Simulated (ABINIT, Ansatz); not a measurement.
# Zr (Zirconium): phonons by linear response, part 4 of 4

How does Zr (Zirconium) vibrate, and is this structure a minimum?

ABINIT 10.8.3; DFT LDA, scalar-relativistic, plane waves, PseudoDojo norm-conserving pseudopotentials.

So far, highest frequency (cm⁻¹): step 7 (dispersion) 204.

### 9. The same in Ansatz

A second program on the same cell, potentials, cutoff and meshes tests the implementation of the phonon response, not its convergence.

This step: DFT LDA, scalar-relativistic, plane waves, PseudoDojo norm-conserving pseudopotentials (Ansatz 0.2.0).

Input file input.yaml:

```yaml
crystal:
  lattice:
    - [3.1462462765, 0.0, 0.0]
    - [-1.5731231382, 2.724729202, 0.0]
    - [0.0, 0.0, 5.0913192118]
  atoms:
    - { symbol: Zr, position: [0.3333333333, 0.6666666667, 0.25] }
    - { symbol: Zr, position: [0.6666666667, 0.3333333333, 0.75] }
kpoints:
  mp_grid: { grid: [12, 12, 6] }
hamiltonian:
  xc: lda
  pseudopotentials: { kind: nc, accuracy: standard }
scf:
  occupations: { method: gaussian, width: 0.27211 }
output:
  eigenvalues: true
basis:
  ecutwfc: 789.13
phonons:
  method: dfpt
  qmesh: [3, 3, 2]
  temperatures: { t_max: 1000, t_step: 50 }
  qpath:
    path:
      - [[0.0, 0.0, 0.0], [0.5, 0.0, 0.0], [0.33333333, 0.33333333, 0.0], [0.0, 0.0, 0.0], [0.0, 0.0, 0.5], [0.5, 0.0, 0.5], [0.33333333, 0.33333333, 0.5], [0.0, 0.0, 0.5]]
      - [[0.5, 0.0, 0.5], [0.5, 0.0, 0.0]]
      - [[0.33333333, 0.33333333, 0.5], [0.33333333, 0.33333333, 0.0]]
    npoints: 10
  electrical_resistivity: { temperatures: [77, 300], mesh: [24, 24, 12] }
```

Started as:

```
$ ansatz run input.yaml --threads 16 --pin off --max-ram 32768MiB --backend cpu --events-out ev --progress --plain --runs-dir out
```

Numbers of over 12 decimals in the logs are rounded to 6 here.

What it wrote:

```text
Warning: basis.ecutwfc = 789.13 eV is below the records' recommended 952.398519 eV, and the density's cutoff is lower with it unless basis.ecutrho_ratio is high enough to keep the records' density cutoff: compare with a run at a higher cutoff
Engine: ansatz 0.2.0, aarch64-unknown-linux-gnu
Pseudopotentials: kind: nc
Pseudopotential: Zr, nc, valence charge 12, recommended cutoff 952.398519 eV (normal), Zr.nc.azcp (PseudoDojo's, or run here from an input of PseudoDojo's; its table is named by hamiltonian.pseudopotentials.accuracy)
Functional definition: SPW92
  exchange = slater_x
  correlation = pw_c
Crystal: 2 atoms, lattice volume = 43.646 Å³
Basis set: ecut = 789.13 eV, 2189 PW (Γ), exchange–correlation on 60×60×96 points (8 copies of the dense FFT grid, shifted against one another)
Bands: 16, of which v1, the nominal top of the filled ones, is band 12 counted from 1 (11 counted from 0)
Symmetry: 24 space group operations
k-points: 76 of 864
Non-local potential: Zr, projectors of the file, l = 0: 2, l = 1: 2, l = 2: 2
Initial density: superposition of atomic densities (chi_scale 0.1, normalization cell)
Initial wavefunctions: pseudopotential atomic-orbital guess
Functional: x = slater, c = lda
SCF iter   1: F=—  HF=-2758.558752 eV  |F-HF|=—  |Δ(HF+E_count)|=         —  Δρ=2.84e-2  dr2=4.21e-1  ethr=3.10e-3  ⟨swp⟩=5.8  Hψ=13387  notcnv=0
automatic band count: the SCF goes on with 20 bands, as 16 were too few: they end inside the smearing window of the response
preconditioner: auto → Kerker (q_TF=auto, 2.469 Å⁻¹)  [metal: Δε(μ)=0.000 eV  Ē_g=5.400 eV  σ=0.272 eV  W_gap=0.00  n_scr=10 (ndim 8)  ℏωp=15.9 eV  f_vac=0.000  D(μ)=2.01/eV (n_scr^D=22)]
SCF iter   2: F=—  HF=-2758.446652 eV  |F-HF|=—  |Δ(HF+E_count)|=   1.12e-1  Δρ=1.66e-2  dr2=1.44e-1  ethr=1.76e-3  ⟨swp⟩=1.0  Hψ=2128  notcnv=0
SCF iter   3: F=—  HF=-2758.391734 eV  |F-HF|=—  |Δ(HF+E_count)|=   5.49e-2  Δρ=1.91e-3  dr2=1.02e-3  ethr=6.00e-4  ⟨swp⟩=2.9  Hψ=2345  notcnv=0
SCF iter   4: F=—  HF=-2758.391576 eV  |F-HF|=—  |Δ(HF+E_count)|=   1.59e-4  Δρ=1.89e-4  dr2=1.31e-5  ethr=4.24e-6  ⟨swp⟩=2.0  Hψ=1812  notcnv=0
SCF iter   5: F=—  HF=-2758.391574 eV  |F-HF|=—  |Δ(HF+E_count)|=   1.34e-6  Δρ=3.43e-5  dr2=2.89e-7  ethr=5.45e-8  ⟨swp⟩=2.7  Hψ=2589  notcnv=0
SCF iter   6: F=—  HF=-2758.391574 eV  |F-HF|=—  |Δ(HF+E_count)|=   9.93e-9  Δρ=3.65e-6  dr2=3.02e-9  ethr=1.20e-9  ⟨swp⟩=2.2  Hψ=1978  notcnv=0  defer=86
SCF iter   7: F=—  HF=-2758.391574 eV  |F-HF|=—  |Δ(HF+E_count)|=  3.82e-10  Δρ=6.45e-7  dr2=1.23e-10  ethr=1.26e-11  ⟨swp⟩=2.4  Hψ=2379  notcnv=0  defer=86
SCF iter   8: F=-2758.391574 eV  HF=-2758.391574 eV  |F-HF|=4.55e-13  |Δ(HF+E_count)|=  7.28e-12  Δρ=9.92e-8  dr2=2.74e-12  ethr=1.00e-12  ⟨swp⟩=12.6  Hψ=8920  notcnv=0
SCF 1 converged in 8 iterations: F = -2758.391574 eV  dr2 = 2.74e-12
NSCF: frozen V_eff on 76 k-points
WARN: eigensolver did not converge in 6 slots of this pass, the one above among them; of largest residual over every band (k=36): 1 band(s) unlocked (lowest unlocked band 19, counted from 0; max residual 1.61e-2 eV among the unlocked bands, 1.61e-2 eV over every band); of lowest unlocked band (k=16): band 19
NSCF: frozen V_eff on 172 k-points
DFPT response loops at q = (0, 0, 0) (fractional): preconditioner auto → Kerker (q_TF=auto, 2.469 Å⁻¹) (partly filled bands, converged f_vac=0.000); β = 1.00, the filter's whole step (`scf.mixing.beta` (0.50) is not read by the response loops under this deck's `scf.mixing.preconditioner`; to damp them name `kerker` or `kerker_dos`, under which they read `scf.mixing.beta`, and type it under 1.00, their step now; both keys bind the ground state too); Broyden in place of MSR1
NSCF: frozen V_eff on 344 k-points
DFPT response loops at q = (0, 0, -0.5) (fractional): mixed as the last ones told, above
NSCF: frozen V_eff on 624 k-points
DFPT response loops at q = (0, 0.333333, 0) (fractional): mixed as the last ones told, above
NSCF: frozen V_eff on 624 k-points
DFPT response loops at q = (0, 0.333333, -0.5) (fractional): mixed as the last ones told, above
NSCF: frozen V_eff on 624 k-points
DFPT response loops at q = (0.333333, 0.333333, 0) (fractional): mixed as the last ones told, above
NSCF: frozen V_eff on 624 k-points
DFPT response loops at q = (0.333333, 0.333333, -0.5) (fractional): mixed as the last ones told, above
Bands: 20, of which v1, the nominal top of the filled ones, is band 12 counted from 1 (11 counted from 0)
SCF iter   1: F=—  HF=-2758.558752 eV  |F-HF|=—  |Δ(HF+E_count)|=         —  Δρ=2.84e-2  dr2=4.21e-1  ethr=3.10e-3  ⟨swp⟩=5.8  Hψ=7821  notcnv=0
SCF iter   2: F=—  HF=-2758.446652 eV  |F-HF|=—  |Δ(HF+E_count)|=   1.12e-1  Δρ=1.66e-2  dr2=1.44e-1  ethr=1.76e-3  ⟨swp⟩=1.0  Hψ=2128  notcnv=0
SCF iter   3: F=—  HF=-2758.391734 eV  |F-HF|=—  |Δ(HF+E_count)|=   5.49e-2  Δρ=1.91e-3  dr2=1.02e-3  ethr=6.00e-4  ⟨swp⟩=2.9  Hψ=2345  notcnv=0
SCF iter   4: F=—  HF=-2758.391576 eV  |F-HF|=—  |Δ(HF+E_count)|=   1.59e-4  Δρ=1.89e-4  dr2=1.31e-5  ethr=4.24e-6  ⟨swp⟩=2.0  Hψ=1812  notcnv=0
SCF iter   5: F=—  HF=-2758.391574 eV  |F-HF|=—  |Δ(HF+E_count)|=   1.34e-6  Δρ=3.43e-5  dr2=2.89e-7  ethr=5.45e-8  ⟨swp⟩=2.7  Hψ=2589  notcnv=0
SCF iter   6: F=—  HF=-2758.391574 eV  |F-HF|=—  |Δ(HF+E_count)|=   9.93e-9  Δρ=3.65e-6  dr2=3.02e-9  ethr=1.20e-9  ⟨swp⟩=2.2  Hψ=1978  notcnv=0  defer=86
SCF iter   7: F=—  HF=-2758.391574 eV  |F-HF|=—  |Δ(HF+E_count)|=  3.82e-10  Δρ=6.45e-7  dr2=1.23e-10  ethr=1.26e-11  ⟨swp⟩=2.4  Hψ=2379  notcnv=0  defer=86
SCF iter   8: F=-2758.391574 eV  HF=-2758.391574 eV  |F-HF|=0.00e0  |Δ(HF+E_count)|=  7.28e-12  Δρ=9.92e-8  dr2=2.75e-12  ethr=1.00e-12  ⟨swp⟩=3.7  Hψ=3782  notcnv=0
SCF 2 converged in 8 iterations: F = -2758.391574 eV  dr2 = 2.75e-12
NSCF: frozen V_eff on 76 k-points
NSCF: frozen V_eff on 95 k-points
[...]
SCF converged after 8 iterations
Free energy (F): -2758.391574 eV
Harris-Foulkes:  -2758.391574 eV  (|F-HF|=4.55e-13)
Internal energy: -2758.311489 eV  (E = F + TS)
E sigma→0 (E₀):  -2758.351532 eV
Entropy (-TS):   -0.080085 eV (-40.043 meV/atom)
Fermi energy:    14.887360 eV
--- Per-component energies (eV) ---
  E_band       = -168.494551
  E_kinetic    = 789.024420
  E_local      = -1500.528491  (includes V_loc(G=0)·N_el)
  E_nonlocal   = 284.890737
  E_hartree    = 355.619514
  E_xc         = -544.306389
  E_vxc        = -453.120262  (∫ρ·V_xc dr)
  E_ewald      = -2143.011280
  E_smearing   = -0.080085  (= −TS)
  E_closure    = 0.000000  (closes the sum)
  Σ components = -2758.391574   (vs F -2758.391574, Δ=0.00e0)
--- Band table (eV; the first three rows and the last of 76) ---
  k-point 0: bands = [... 8 lower, 9.1757, 11.7095, 15.7997, 15.7997, 15.8026, 16.3083, 16.5164, 16.5164, ... 4 higher]
  k-point 1: bands = [... 8 lower, 9.4194, 11.7052, 15.6260, 15.7009, 15.7009, 15.8649, 16.3499, 16.3499, ... 4 higher]
  k-point 2: bands = [... 8 lower, 10.0818, 11.5378, 15.1227, 15.2171, 15.6204, 15.6204, 16.0089, 16.0089, ... 4 higher]
  k-point 75: bands = [... 8 lower, 13.3535, 13.3535, 13.6057, 13.6057, 14.9968, 14.9968, 17.0077, 17.0077, ... 4 higher]
--- Phonons (Γ-DFPT): 2 representative perturbations + reference (Σ response iterations 8) ---
  ASR residual: 6.321e-5 → 0.000e0 eV/Å²; symmetrization residual: 2.573e-10 eV/Å²
  ASR residual per site (eV/Å²): 6.32e-5 6.32e-5
  Γ frequencies (cm⁻¹): 0.00 0.00 0.00 49.19 49.19 168.51
--- Phonons (arbitrary-q DFPT): 6 irreducible q on the 3×3×2 mesh ---
  q = [0.0000, 0.0000, 0.0000] (star 1, of the zone-centre solve; hermiticity 5.40e-11, symmetrization 2.70e-11): -0.00 0.00 0.00 49.19 49.19 168.51
  q = [0.0000, 0.0000, -0.5000] (star 1, 2 solved perturbations in 248 linear systems a pass and spin channel, the states on 172 of 864 k-point pairs; hermiticity 5.88e-9, symmetrization 2.94e-9): 36.35 36.35 36.35 36.35 135.67 135.67
  q = [0.0000, 0.3333, 0.0000] (star 6, 3 solved perturbations on 312 of 864 k-point pairs; hermiticity 9.98e-9, symmetrization 3.82e-10): 53.25 63.11 136.04 145.93 162.77 167.81
  q = [0.0000, 0.3333, -0.5000] (star 6, 3 solved perturbations on 312 of 864 k-point pairs; hermiticity 1.12e-8, symmetrization 3.71e-10): 98.97 98.97 109.31 109.31 169.30 169.30
  q = [0.3333, 0.3333, 0.0000] (star 2, 2 solved perturbations in 436 linear systems a pass and spin channel, the states on 312 of 864 k-point pairs; hermiticity 4.73e-9, symmetrization 2.37e-9): 120.54 120.54 140.22 140.22 143.84 204.49
  q = [0.3333, 0.3333, -0.5000] (star 2, 2 solved perturbations in 436 linear systems a pass and spin channel, the states on 312 of 864 k-point pairs; hermiticity 1.33e-8, symmetrization 2.75e-9): 68.81 68.81 170.42 170.42 176.04 176.04
  sum rule: each row above includes the acoustic sum rule's correction from the zone centre's row sums; it moved no ω² by more than (0.43 cm⁻¹)²
  mesh force constants: q→R imaginary residual 0.00e0; ASR residual 6.321e-5 → 0.000e0 eV/Å²; symmetrization residual 2.665e-15 eV/Å²
  interpolated dispersion: 93 rows × 6 modes
  density of states and harmonic sums: on the 24×24×12 q-mesh, interpolated from the force constants of a 3×3×2 supercell (no non-analytic term)
  largest difference from the sums on the solved wave vectors: F 3.25e-2 eV, S 4.68e-5 and C_V 1.43e-5 eV/K
  zero-point energy: 0.045327 eV/cell   skipped modes (ω ≤ 0): 3   left out of the sums: 7.23e-5 of the cell's modes: C_V's classical limit lies that fraction below 3 k_B per atom; for a crystal, a wire or a layer, F and S can be off by more, and a phonons.interpolated_qmesh denser along its periods is the remedy for the sampling
--- Electrical resistivity: potentials and phonons of a 3×3×2 supercell ---
  scattering by harmonic phonons alone, with no dipole-dipole term; scattering by other electrons, impurities, surfaces and spin disorder is left out, and so is spin–orbit coupling
  the resistivity is that of a variational response, whose dependence on the energy is improved iteratively
  at the Fermi level of each mesh (of a tensor a third of its trace):
           mesh   spin    states/(eV spin)  plasma energy (eV)         λ      λ_tr    ħω_log (meV)
       24×24×12                     1.0278              4.4216    0.8458    0.8836          11.656
        12×12×6                     0.9887              4.5153    0.8172    0.8501          11.871
          6×6×3                     1.3136              5.6920    1.1971    1.2357          12.028
  resistivity on the deck's mesh, µΩ·cm:
     T (K)       trace/3  mesh converged            xx            yy            zz    lowest order   relaxation time
     77.00      9.6079e0              no      1.0280e1      1.0280e1      8.2631e0        1.0215e1          9.5749e0
    300.00      5.2722e1              no      5.5885e1      5.5885e1      4.6396e1        5.5831e1          5.2328e1
  mean free path at 77 K (of a tensor a third of its trace): 14.7 nm by what each carries, 12.0 by the Fermi surface alone
  Hall coefficient in a weak field at 77 K (a third of the trace): 2.379e-11 m³/C (as a tensor it moves by 2.7 % between the two finest meshes); by each state's relaxation time: 1.235e-11 m³/C; by a constant relaxation time: -3.854e-11 m³/C
  mean free path at 300 K (of a tensor a third of its trace): 2.71 nm by what each carries, 2.19 by the Fermi surface alone
  Hall coefficient in a weak field at 300 K (a third of the trace): 5.334e-12 m³/C (as a tensor it moves by 2.4 % between the two finest meshes); by each state's relaxation time: -4.509e-12 m³/C; by a constant relaxation time: -3.615e-11 m³/C
  the resistivity times a path that all electrons share, by the Fermi surface of the deck's mesh alone (a third of the trace): 1.166e-15 Ω·m²
  not converged in the mesh (λ; λ_tr; the resistivity at 77 K by 9.48 %; the resistivity at 300 K by 7.64 %): between neighbouring meshes, the two finest first, λ moves by 3.38 % and 46.50 %, λ_tr by 4.13 % and 45.96 % and the resistivity by up to 9.48 % and 85.15 %; an estimate, no bound, puts it up to 8.4e-7 % above the Boltzmann equation's exact value after up to 3 iterations (at most 30 are made, fewer where the estimate is under 1.0e-6 % of each spin channel's own resistivity)
  vibrations of 18 cells: unjudged by the run; compare a larger repeat
  the changes of the potential over all sites missed a rigid shift's by 0.00 % (the site terms' by 0.00 %)
  at the force constants' own smearing the fine mesh and the k-points of their solves give squared frequencies that differ by 3.6 % of the larger at the most, at (0, 0.3333, 0)
```

Wall time 2.3 min (16 threads of Arm Neoverse V1, shared host); peak memory 2.1 GiB.

This step gave:

| Quantity | Value |
| --- | --- |
| sum-rule residual before enforcement | 6.32e-5 eV/Å² |
| mean frequency | 121.9 cm⁻¹ |
| Debye temperature (second moment) | 240 K |
| logarithmic mean frequency | 112.5 cm⁻¹ |
| lowest optical zone-centre mode | 49.19 cm⁻¹ |
| lowest mode on the q mesh (acoustic ones at the zone centre apart) | 36.35 cm⁻¹ |
| zero-point energy per atom | 22.66 meV |
| heat capacity at 300 K | 24.16 J/(mol atoms K) |

### 10. The two compared: ABINIT PseudoDojo and Ansatz, PseudoDojo

Numbers from this step:

* root-mean-square difference: 0.11 cm⁻¹
* largest difference: 0.27 cm⁻¹
* root-mean-square difference on the path: 0 cm⁻¹
* largest difference on the path: 0.1 cm⁻¹

The 12 of 33 modes that differ most. Frequencies side by side:

```tsv
q (reciprocal lattice)	mode	ABINIT PseudoDojo (cm⁻¹)	Ansatz, PseudoDojo (cm⁻¹)
0 0 0	4	49.36	49.19
0 0 0	5	49.36	49.19
0.3333 0 0	1	53.38	53.25
0.3333 0 0	2	63.03	63.11
0.3333 0.3333 0	3	140.3	140.2
0.3333 0.3333 0	4	140.3	140.2
0 0 0.5	1	36.62	36.35
0 0 0.5	2	36.62	36.35
0 0 0.5	3	36.62	36.35
0 0 0.5	4	36.62	36.35
0.3333 0 0.5	1	99.06	98.97
0.3333 0 0.5	2	99.06	98.97
```

The interpolated bands of the two lie on top of each other.

At the solved wavevectors the largest difference (acoustic modes at Γ apart) is 0.1 % of the highest mode.

### 11. Results

```json
{
  "space group after relaxation": "P6_3/mmc",
  "volume per atom": "21.8 Å³",
  "highest optical zone-centre mode (no LO-TO term)": "168.5 cm⁻¹",
  "lowest optical zone-centre mode": "49.4 cm⁻¹",
  "q mesh": "3×3×2",
  "lowest mode on the q mesh (acoustic ones at the zone centre apart)": "36.6 cm⁻¹",
  "zero-point energy per atom": "22.6 meV",
  "heat capacity at 300 K": "24.2 J/(mol atoms K)",
  "vibrational entropy at 300 K": "40.7 J/(mol atoms K)",
  "imaginary modes on the q mesh": "none",
  "largest difference from Ansatz, PseudoDojo": "0.27 cm⁻¹"
}
```

In words: Zr (Zirconium) is dynamically stable on the 3×3×2 mesh; its spectrum reaches 205 cm⁻¹. At the LDA level the optical modes of Zr (Zirconium) at the zone centre run from 49 to 168 cm⁻¹. Along axes with an odd number of divisions the mesh misses the zone-boundary points at one half, where instabilities often lie; those are only interpolated. The base run prints -0.48 GPa, mostly the error of a finite basis; the relaxation, with a smoothed and higher cutoff, had brought the cell to rest. ABINIT PseudoDojo and Ansatz, PseudoDojo agree to 0.27 cm⁻¹ (0.1 % of the highest mode compared) on all solved modes but the acoustic ones at Γ. These are harmonic frequencies at zero temperature: anharmonic shifts and linewidths and thermal expansion are left out. In a metal the frequencies hang on the k mesh and the smearing, most of all near Kohn anomalies. Ansatz warns that the cutoff lies 17 % under the one recommended for these files; agreement at one cutoff is not convergence. The relaxed cell is 6 % smaller in volume than the measured one, and all results belong to that cell. Electron-phonon sums were run after this but are left out, since no second program bore their λ out within 30 %; a λ that a log prints is not taken as a result.

[Host names and launcher messages were left out of these logs when they were recorded.]

[Logs are printed without paths, hosts, clocks, repeated set-up lines and the standing remarks that a program may print on its own settings, such as how far it seeks lower states.]

[Hosts, paths, dates, database ids (printed as entryN), source tags and the programs' standing remarks are cut or masked in the printed files.]
